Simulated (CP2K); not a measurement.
Consider methyloxirane at its PBE geometry (Å).

```xyz
10

C    -1.2009   -0.0675    0.3727
C     0.0514    0.4551   -0.2743
C     1.3055   -0.3168   -0.3095
O     1.1494    0.7858    0.6209
H    -0.9504   -0.7623    1.1851
H    -1.7921    0.7575    0.7945
H    -1.8298   -0.5946   -0.3596
H    -0.0942    1.1980   -1.0673
H     1.3319   -1.3103    0.1492
H     2.0292   -0.1449   -1.1117
```

Method: CP2K XAS_TDP, all-electron GAPW, PBEh(45%), aug-cc-pVDZ, TDA, GW2X-corrected core level, no relativity.

Question: Where do the O K-edge lines lie, and how strong are they?

Leading lines: O4 535.30 eV. The leading line of an atom is its first one with 35 % of the strongest within 2.5 eV of its lowest line over the strength cut. Core ionisation energies at this level: O4 537.98 eV.

The first six lines of each atom with a strength over 0.0015:

```tsv
atom	energy (eV)	states	strength, one atom	above the computed threshold
O4 (bonded to 2 C)	535.30	1	0.0366	
	535.78	1	0.0421	
	537.72	1	0.0051	
	538.61	1	0.0076	yes
	538.75	1	0.0020	yes
	538.99	1	0.0064	yes
```

Lines are vertical, at one geometry, with no vibrational structure. GW2X ionisation energies and lines can be off by 1 to 2 eV either way, and a good line position may hide errors that cancel. These values hold no scalar relativity, about 0.4 eV for O 1s. Rydberg lines, and the discretised continuum above threshold, depend on the basis and the box.

[Banner, clock and machine lines of the logs are left out without a mark of their own.]

[Logs are printed without paths, hosts, clocks, repeated set-up lines and the standing remarks that a program may print on its own settings, such as how far it seeks lower states.]

[Hosts, paths, dates, database ids (printed as entryN), source tags and the programs' standing remarks are cut or masked in the printed files.]
